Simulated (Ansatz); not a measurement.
### A low-energy model for Rb2MoF4 (started from the K2NiF4 type) (I4/mmm): bands, U and J

The structure is tetragonal, space group I4/mmm (No. 139). The conventional cell has a = 4.278 Å, b = 4.278 Å, c = 14.183 Å, α = 90.00°, β = 90.00°, γ = 90.00°. Nearest to Rb lie 9 F at 2.84 to 3.03 Å. Nearest to Mo lie 6 F at 2.14 to 2.19 Å. F has 2 Mo at 2.14 Å and 4 Rb at 2.97 Å nearest. F has 1 Mo at 2.19 Å and 5 Rb at 2.84 to 3.03 Å nearest. Farther neighbours and most contacts between anions are not listed.

* method: DFT, PBE, plane waves, PAW (and 1 further level or step)
* program: Ansatz 0.2.0
* settings of one run: cutoff 420 eV, 8×8×8 k-mesh, smearing width 0.08 eV, default PAW, coordination {"Mo": "octahedral"}, magnetic state non-magnetic by constraint
* cost: 2 runs, 5.5 min in all on 4 threads of Arm Neoverse V1, shared host (the runs of this entry)
* notes: The structure was built from a prototype and need not be the compound’s stable phase. This run has no spin polarisation, although Mo can carry a moment. The structure was relaxed with PBE. The structure type comes from a generator and need not be one that this composition takes. Limits: no spin-orbit coupling. The bands cross the Fermi level under this constraint, which need not be the crystal’s state: magnetic order, correlation or a lattice distortion may open a gap.
* Mo t2g: U 5.30 eV, U′ 4.54 eV, J 0.36 eV, bare V 13.1 eV
* method: constrained RPA on non-magnetic PBE, 4×4×4 mesh, static; search for lower states off

For Mo t2g, screening cuts the on-site interaction from 13.09 eV to 5.30 eV. U − 2J differs from U′ by +0.04 eV, so the Kanamori relation holds well.

[Runs of the session that timed out or met a known fault of the program may be left out.]

[Hosts, paths, dates, database ids (printed as entryN), source tags and the programs' standing remarks are cut or masked in the printed files.]
